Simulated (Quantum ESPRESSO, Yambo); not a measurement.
# WSe2 (P6_3/mmc): G0W0 in Yambo against the bands

Wanted: the cheapest bands that holds the gap of WSe2 (P6_3/mmc).

Main program and level: Yambo 5.3.0; PBE and many-body steps on it, plane waves.

The database entry behind the starting cell differs from later determinations by our own check (a about 0.2 % long), so it need not match the best structure at ambient conditions.

## Step 1: The starting structure

Symmetry: P6_3/mmc, No. 194, hexagonal system. Conventional cell: a = 3.290 Å, b = 3.290 Å, c = 12.970 Å, α = 90.00°, β = 90.00°, γ = 120.00°. W has 6 Se at 2.53 Å nearest. Nearest to Se lie 3 W at 2.53 Å. Farther neighbours and most contacts between anions are not listed.

Coordinates:

```cif
data_structure
_symmetry_space_group_name_H-M 'P 1'
_symmetry_Int_Tables_number 1
_cell_length_a 3.2900
_cell_length_b 3.2900
_cell_length_c 12.9700
_cell_angle_alpha 90.000
_cell_angle_beta 90.000
_cell_angle_gamma 120.000
_cell_volume 121.58
loop_
_atom_site_label
_atom_site_type_symbol
_atom_site_fract_x
_atom_site_fract_y
_atom_site_fract_z
_atom_site_occupancy
W1 W 0.33333 0.66667 0.25000 1
W2 W 0.66667 0.33333 0.75000 1
Se3 Se 0.33333 0.66667 0.62100 1
Se4 Se 0.66667 0.33333 0.12100 1
Se5 Se 0.33333 0.66667 0.87900 1
Se6 Se 0.66667 0.33333 0.37900 1
```

The cell and positions come from the Crystallography Open Database and are kept as given unless a step says otherwise. Spin-orbit coupling is left out unless a step names it.

## Step 2: 83 bands

This step: Yambo 5.3.0; G0W0 on PBE, plane waves, norm-conserving pseudopotentials.

G0W0 replaces the xc potential by the self-energy, built once from these orbitals. Only a window of levels is corrected, while the sums run over the empty bands that the input names.

The input, gw1.in:

```
HF_and_locXC
gw0
dyson
ppa
em1d
rim_cut
RandQpts= 1000000
RandGvec= 1 RL
EXXRLvcs= 104 Ry
VXCRLvcs= 416 Ry
Chimod= "HARTREE"
% BndsRnXp
 1 | 83 |
%
NGsBlkXp= 8.5 Ry
% LongDrXp
 1 | 1 | 1 |
%
% GbndRnge
 1 | 83 |
%
DysSolver= "n"
ExtendOut
PPAPntXp= 27.21138 eV
% QPkrange
 1 | 1 | 61 | 64 |
 5 | 5 | 61 | 64 |
 7 | 7 | 61 | 64 |
%
```

On the command line:

```sh
$ OMP_NUM_THREADS=2 mpirun -n 4 yambo -F gw1.in -J gw1 -C gw1 > gw1.log
```

The program printed:

```text
 Yambo, version 5.3.0

 [02] CORE Variables Setup
 =========================

  [... cell, symmetries and grids as in the set-up ...]

  [02.05] Energies & Occupations
  ==============================

  [X] === General ===
  [X] Electronic Temperature                        :  0.000000  0.000000 [eV K]
  [X] Bosonic    Temperature                        :  0.000000  0.000000 [eV K]
  [X] Finite Temperature mode                       : no
  [X] El. density                                   :  0.10199E+25 [cm-3]
  [X] Fermi Level                                   :  13.97297 [eV]

  [X] === Gaps and Widths ===
  [X] Conduction Band Min                           :  0.979082 [eV]
  [X] Valence Band Max                              :  0.000000 [eV]
  [X] Filled Bands                                  :   62
  [X] Empty Bands                                   :    63   424
  [X] Direct Gap                                    :  1.523861 [eV]
  [X] Direct Gap localized at k                     :   7
  [X] Indirect Gap                                  :  0.979082 [eV]
  [X] Indirect Gap between kpts                     :   1   5
  [X] Last valence band width                       :  1.440995 [eV]
  [X] 1st conduction band width                     :  1.661850 [eV]

 [03] Transferred momenta grid and indexing
 ==========================================

 IBZ Q-points                                      :   7
 BZ  Q-points                                      :   36

 K/Q-points units:
 rlu = crystal or reduced units; cc = cartesian coordinates; iku = interal k-units

 Q [1]          [rlu]:  0.000000  0.000000  0.000000
 Q [2]          [rlu]: -0.12142E-17  0.16667       0.0000
 Q [3]          [rlu]: -0.24284E-17  0.33333       0.0000
 Q [4]          [rlu]:  0.36427E-17 -0.50000       0.0000
 Q [5]          [rlu]:  0.166667  0.166667  0.000000
 Q [6]          [rlu]:  0.166667  0.333333  0.000000
 Q [7]          [rlu]:  0.333333  0.333333  0.000000

 [04] Coloumb potential Random Integration (RIM)
 ===============================================

  [04.01] RIM initialization
  ==========================

  * Diagonal components only detected *

  8 x (sBL volume)        :  0.067184 [a.u.]
  sBZ random points       :  1000000
  Points outside the sBZ  :   7993074
  RL volume               :  0.302330 [a.u.]
  Integrated volume       :  0.302592 [a.u.]

  [04.02] RIM integrals
  =====================

  Gamma point sphere radius             :  0.073741 [a.u.]
  Points outside the sphere             :   799513
  [Int_sBZ(q=0) 1/q^2]*(Vol_sBZ)^(-1/3) =:  7.609463
                                 should be <:  7.795600

  Summary of Coulomb integrals for non-metallic bands |Q|[au] RIM/Bare

  Q [1] 0.100000E-4 0.976123 * Q [2] 0.194493 0.983883
  Q [5] 0.336871 0.996983 * Q [3] 0.388985 0.998181
  Q [6] 0.514579 0.999436 * Q [4] 0.583478 1.000258
  Q [7] 0.673742 1.000027

 [WARNING] [Xp] User bands 1-83 break level degeneracy

 [05] Dipoles
 ============

  [05.01] Setup: observables and procedures
  =========================================

  [WARNING] [x,Vnl] slows the Dipoles computation. To neglect it rename the ns.kb_pp file

 [06] Dynamic Dielectric Matrix (PPA)
 ====================================

 [WR./gw1//ndb.pp]---------------------------------------------------------------
  Brillouin Zone Q/K grids (IBZ/BZ)                :    7   36    7   36
  RL vectors                                       :  17593 [WF]
  Coulomb cutoff potential                         : none
  Electronic Temperature                           :  0.000000 [K]
  Bosonic    Temperature                           :  0.000000 [K]
  PPA    diel. fun.  energies                      : Perdew, Burke & Ernzerhof(X)+Perdew, Burke & Ernzerhof(C)
  wavefunctions                                    : Perdew, Burke & Ernzerhof(X)+Perdew, Burke & Ernzerhof(C)
  Global Gauge                                     : length
  X matrix size                                    :   329
[...]
X poles                                          :  100.0000 [o/o]
  RL vectors in the sum                            :  17593
  [r,Vnl] included                                 : yes
  Field direction                                  :  0.577350E-5  0.577350E-5  0.577350E-5
  BZ energy Double Grid                            : no
  BZ energy DbGd points                            : 0
  BZ Q point size factor                           : -1.000000
  X Optical Averaged directions                    : none

 [07] Local Exchange-Correlation + Non-Local Fock
 ================================================

 [VXC] Plane waves :  117381
 [EXS] Plane waves :  14629

 QP @ state[ 1 ] K range:  1  1
 QP @ state[ 1 ] b range:   61   64
 QP @ state[ 2 ] K range:   5   5
 QP @ state[ 2 ] b range:   61   64
 QP @ state[ 3 ] K range:   7   7
 QP @ state[ 3 ] b range:   61   64

 [xc] Functional : Perdew, Burke & Ernzerhof(X)+Perdew, Burke & Ernzerhof(C)
 [xc] LIBXC used to calculate xc functional
  PP Number of Atomic Species                      :  2
  NLCC RL compoments                               :  117381
  PP Number of Atomic Species                      :  2
  NLCC RL compoments                               :  117381

 [xc] E_xc :  -116.4122 [Ha]
      E_xc :  -232.8245 [Ry]

  Local XC kind (lXC) : Perdew, Burke & Ernzerhof(X)+Perdew, Burke & Ernzerhof(C)
  Non-Local XC kind (nlXC) : Hartree-Fock

  Corrections @ K [1] :  [eV]
 <61|nlXC|61> = -16.86468 -0.44500E-17 <61|lXC|61> = -14.84011  0.000000
 <62|nlXC|62> = -16.19061 -0.15862E-17 <62|lXC|62> = -16.07180 -0.11801E-16
 <63|nlXC|63> = -11.51260 -0.78937E-18 <63|lXC|63> = -15.98774  0.000000
 <64|nlXC|64> = -11.51254  0.18168E-17 <64|lXC|64> = -15.98774  0.000000

  Corrections @ K [5] :  [eV]
 <61|nlXC|61> = -16.30421 -0.92874E-17 <61|lXC|61> = -15.48282  0.000000
 <62|nlXC|62> = -16.49217  0.21363E-16 <62|lXC|62> = -15.62474 -0.47204E-16
[...]
Corrections @ K [7] :  [eV]
[...]
<62|nlXC|62> = -15.61517  0.21296E-17 <62|lXC|62> = -15.56000  0.000000
 <63|nlXC|63> = -11.88080 -0.16145E-17 <63|lXC|63> = -16.26387  0.000000
 <64|nlXC|64> = -11.88080 -0.94051E-18 <64|lXC|64> = -16.26387  0.000000

  [07.01] Hartree-Fock occupations report
  =======================================

  [Hartree-Fock] === General ===
  [Hartree-Fock] Electronic Temperature             :  0.000000  0.000000 [eV K]
  [Hartree-Fock] Bosonic    Temperature             :  0.000000  0.000000 [eV K]
  [Hartree-Fock] Finite Temperature mode            : no
  [Hartree-Fock] El. density                        :  0.10199E+25 [cm-3]
  [Hartree-Fock] Fermi Level                        :  13.97297 [eV]

  [Hartree-Fock] === Gaps and Widths ===
  [Hartree-Fock] Conduction Band Min                :  1.555582 [eV]
  [Hartree-Fock] Valence Band Max                   : -0.118809 [eV]
  [Hartree-Fock] Filled Bands                       :   62
  [Hartree-Fock] Empty Bands                        :    63   424
  [Hartree-Fock] Direct Gap                         :  2.323251 [eV]
  [Hartree-Fock] Direct Gap localized at k          :  2
  [Hartree-Fock] Indirect Gap                       :  1.674392 [eV]
  [Hartree-Fock] Indirect Gap between kpts          :  1  3
  [Hartree-Fock] Last valence band width            :  1.845454 [eV]
  [Hartree-Fock] 1st conduction band width          :  5.560487 [eV]

 [08] Dyson equation: Newton solver
 ==================================

  [08.01] G0W0 (W PPA)
  ====================

  [  GW  ] Bands range     :    1   83
  [GW/PPA] G damping       :  0.100000 [eV]

  QP @ state[ 1 ] K range:  1  1
  QP @ state[ 1 ] b range:   61   64
  QP @ state[ 2 ] K range:   5   5
  QP @ state[ 2 ] b range:   61   64
  QP @ state[ 3 ] K range:   7   7
  QP @ state[ 3 ] b range:   61   64

   Sc/G bands                                       :    1   83
   Sc/G damping                                     :  0.100000 ev
   Sc bands terminator                              : no
   Sx RL components                                 :  14629

   QP @ state[ 1 ] K range                          :  1  1
   QP @ state[ 1 ] b range                          :   61   64
   QP @ state[ 2 ] K range                          :   5   5
   QP @ state[ 2 ] b range                          :   61   64
   QP @ state[ 3 ] K range                          :   7   7
   QP @ state[ 3 ] b range                          :   61   64
   GF energies kind                                 : Perdew, Burke & Ernzerhof(X)+Perdew, Burke & Ernzerhof(C)
   GF WF`s kind                                     : Perdew, Burke & Ernzerhof(X)+Perdew, Burke & Ernzerhof(C)
   Xs energies kind                                 : Perdew, Burke & Ernzerhof(X)+Perdew, Burke & Ernzerhof(C)
   Xs WF`s kind                                     : Perdew, Burke & Ernzerhof(X)+Perdew, Burke & Ernzerhof(C)

 [11] Game Over & Game summary
```

The job ended after 2.7 min (4 MPI ranks of AMD EPYC 7R43, shared host; peak memory 6.3 GiB; 19 min of CPU time).

This step gave:

| Quantity | Value |
| --- | --- |
| G0W0 gap on the points computed | 1.237 eV |
| starting gap on the mesh | 0.9791 eV |
| k of the valence top | 0, 0, 0 |
| k of the conduction bottom | 0.1667, 0.1667, 0 |
| least direct G0W0 gap on the computed points | 2.109 eV |
| Z at the valence top | 0.7955 |
| Z at the conduction bottom | 0.8051 |

The gap on the mesh goes from 0.98 eV to 1.24 eV, a correction of +0.26 eV.

## Step 3: 107 bands

gw2.in, as its differences from gw1.in of step 2:

```diff
@@ -12,3 +12,3 @@
 % BndsRnXp
- 1 | 83 |
+ 1 | 107 |
 %
@@ -19,3 +19,3 @@
 % GbndRnge
- 1 | 83 |
+ 1 | 107 |
 %
```

On the command line:

```sh
$ OMP_NUM_THREADS=2 mpirun -n 4 yambo -F gw2.in -J gw2 -C gw2 > gw2.log
```

The program printed:

```text
 Yambo, version 5.3.0

 [02] CORE Variables Setup
 =========================

  [... cell, symmetries and grids as in the set-up ...]

  [02.05] Energies & Occupations
  ==============================

  [X] === General ===
  [X] Electronic Temperature                        :  0.000000  0.000000 [eV K]
  [X] Bosonic    Temperature                        :  0.000000  0.000000 [eV K]
  [X] Finite Temperature mode                       : no
  [X] El. density                                   :  0.10199E+25 [cm-3]
  [X] Fermi Level                                   :  13.97297 [eV]

  [X] === Gaps and Widths ===
  [X] Conduction Band Min                           :  0.979082 [eV]
  [X] Valence Band Max                              :  0.000000 [eV]
  [X] Filled Bands                                  :   62
  [X] Empty Bands                                   :    63   424
  [X] Direct Gap                                    :  1.523861 [eV]
  [X] Direct Gap localized at k                     :   7
  [X] Indirect Gap                                  :  0.979082 [eV]
  [X] Indirect Gap between kpts                     :   1   5
  [X] Last valence band width                       :  1.440995 [eV]
  [X] 1st conduction band width                     :  1.661850 [eV]

 [03] Transferred momenta grid and indexing
 ==========================================

 IBZ Q-points                                      :   7
 BZ  Q-points                                      :   36

 K/Q-points units:
 rlu = crystal or reduced units; cc = cartesian coordinates; iku = interal k-units

 Q [1]          [rlu]:  0.000000  0.000000  0.000000
 Q [2]          [rlu]: -0.12142E-17  0.16667       0.0000
 Q [3]          [rlu]: -0.24284E-17  0.33333       0.0000
[...]
[Hartree-Fock] Conduction Band Min                :  1.555582 [eV]
  [Hartree-Fock] Valence Band Max                   : -0.118809 [eV]
  [Hartree-Fock] Filled Bands                       :   62
  [Hartree-Fock] Empty Bands                        :    63   424
  [Hartree-Fock] Direct Gap                         :  2.323251 [eV]
  [Hartree-Fock] Direct Gap localized at k          :  2
  [Hartree-Fock] Indirect Gap                       :  1.674392 [eV]
  [Hartree-Fock] Indirect Gap between kpts          :  1  3
  [Hartree-Fock] Last valence band width            :  1.845454 [eV]
  [Hartree-Fock] 1st conduction band width          :  5.560487 [eV]

 [08] Dyson equation: Newton solver
 ==================================

  [08.01] G0W0 (W PPA)
  ====================

  [  GW  ] Bands range     :    1  107
  [GW/PPA] G damping       :  0.100000 [eV]

  QP @ state[ 1 ] K range:  1  1
  QP @ state[ 1 ] b range:   61   64
  QP @ state[ 2 ] K range:   5   5
  QP @ state[ 2 ] b range:   61   64
  QP @ state[ 3 ] K range:   7   7
  QP @ state[ 3 ] b range:   61   64

   Sc/G bands                                       :    1  107
   Sc/G damping                                     :  0.100000 ev
   Sc bands terminator                              : no
   Sx RL components                                 :  14629

   QP @ state[ 1 ] K range                          :  1  1
   QP @ state[ 1 ] b range                          :   61   64
   QP @ state[ 2 ] K range                          :   5   5
   QP @ state[ 2 ] b range                          :   61   64
   QP @ state[ 3 ] K range                          :   7   7
   QP @ state[ 3 ] b range                          :   61   64
   GF energies kind                                 : Perdew, Burke & Ernzerhof(X)+Perdew, Burke & Ernzerhof(C)
   GF WF`s kind                                     : Perdew, Burke & Ernzerhof(X)+Perdew, Burke & Ernzerhof(C)
   Xs energies kind                                 : Perdew, Burke & Ernzerhof(X)+Perdew, Burke & Ernzerhof(C)
   Xs WF`s kind                                     : Perdew, Burke & Ernzerhof(X)+Perdew, Burke & Ernzerhof(C)

 [11] Game Over & Game summary
```

It took 3.7 min on 4 MPI ranks; peak memory 6.2 GiB.

This step gave:

* G0W0 gap on the points computed: 1.191 eV
* starting gap on the mesh: 0.9791 eV
* k of the valence top: 0, 0, 0
* k of the conduction bottom: 0.1667, 0.1667, 0
* least direct G0W0 gap on the computed points: 2.071 eV
* Z at the valence top: 0.7979
* Z at the conduction bottom: 0.8057

Against the run before, the gap moves by −0.046 eV.

(Part 1 of 2 ends here.)

[Paths, hosts, dates, memory and timing lines, banners, echoed tables and standing remarks are left out of the program output.]

[Logs are printed without paths, hosts, clocks, repeated set-up lines and the standing remarks that a program may print on its own settings, such as how far it seeks lower states.]

[Runs of the session that timed out or met a known fault of the program may be left out.]

[Hosts, paths, dates, database ids (printed as entryN), source tags and the programs' standing remarks are cut or masked in the printed files.]
